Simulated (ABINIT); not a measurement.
```xyz
5
Lattice="4.621 0.000 0.000 0.000 4.621 0.000 0.000 0.000 4.621" Properties=species:S:1:pos:R:3 pbc="T T T" subject="Beyond one shot: CsCaH3 (Pm-3m)" method="RPA screening on LDA from quasiparticle energies and orbitals, plane waves, norm-conserving pseudopotentials (and 4 further levels or steps)" program="ABINIT 10.8.3" settings="cutoff 31 Ha, PseudoDojo scalar-relativistic 0.4.1 standard, norm-conserving, ngkpt (2, 2, 2), nband 51, ecuteps 3.2 Ha, gwcalctyp 27, nfreqre 1, inclvkb 2, shiftk (0, 0, 0), symchi 1, awtr 1, frequency static, cycle 4, q points all but q = 0, 2×2×2 k-mesh" cost="13 runs, 73 s in all on 4 MPI ranks of Arm Neoverse V2, shared host" notes="The cell and positions are those that the Materials Project relaxed with its own functionals (PBE, PBE+U or r2SCAN), kept fixed. Limits: no spin-orbit coupling. The 2×2×2 mesh is coarse for this cell, which bears on the long-range parts of exchange and screening." g0w0="5.047 eV" self_consistent_cohsex_cycle_1="5.830 eV" self_consistent_cohsex_cycle_2="6.431 eV" self_consistent_cohsex_cycle_3="6.531 eV" self_consistent_cohsex_cycle_4="6.545 eV" known_limits="short of the basis limit; no spin-orbit coupling; coarse k mesh"
Cs    0.000    0.000    0.000
Ca    2.311    2.311    2.311
H     2.311    0.000    2.311
H     0.000    2.311    2.311
H     2.311    2.311    0.000
```

[Long decimals in the printed logs are rounded to 6 places.]

[Logs are printed without paths, hosts, clocks, repeated set-up lines and the standing remarks that a program may print on its own settings, such as how far it seeks lower states.]

[Paths, hosts, dates, memory and timing lines, banners, echoed tables and standing remarks are left out of the program output; an Ansatz launch command may be rebuilt from the run's recorded settings. Measured values are a selection of at most five: reports struck by readers or far from the other reports are left out. None is set beside runs whose start may be inverted or whose files or cutoffs have a known fault.]

[Runs of the session that timed out or met a known fault of the program may be left out.]

[Hosts, paths, dates, database ids (printed as entryN), source tags and the programs' standing remarks are cut or masked in the printed files.]

[G0W0 gaps are taken among the corrected bands and points alone; a level outside them can change the order at an edge.]

[Where Ansatz stands beside ABINIT at settings called matched, ABINIT's density can come from a denser mesh and the files from another edition; pairs whose starting gaps differed by over 0.03 eV were left out, so agreement reads better than it is.]
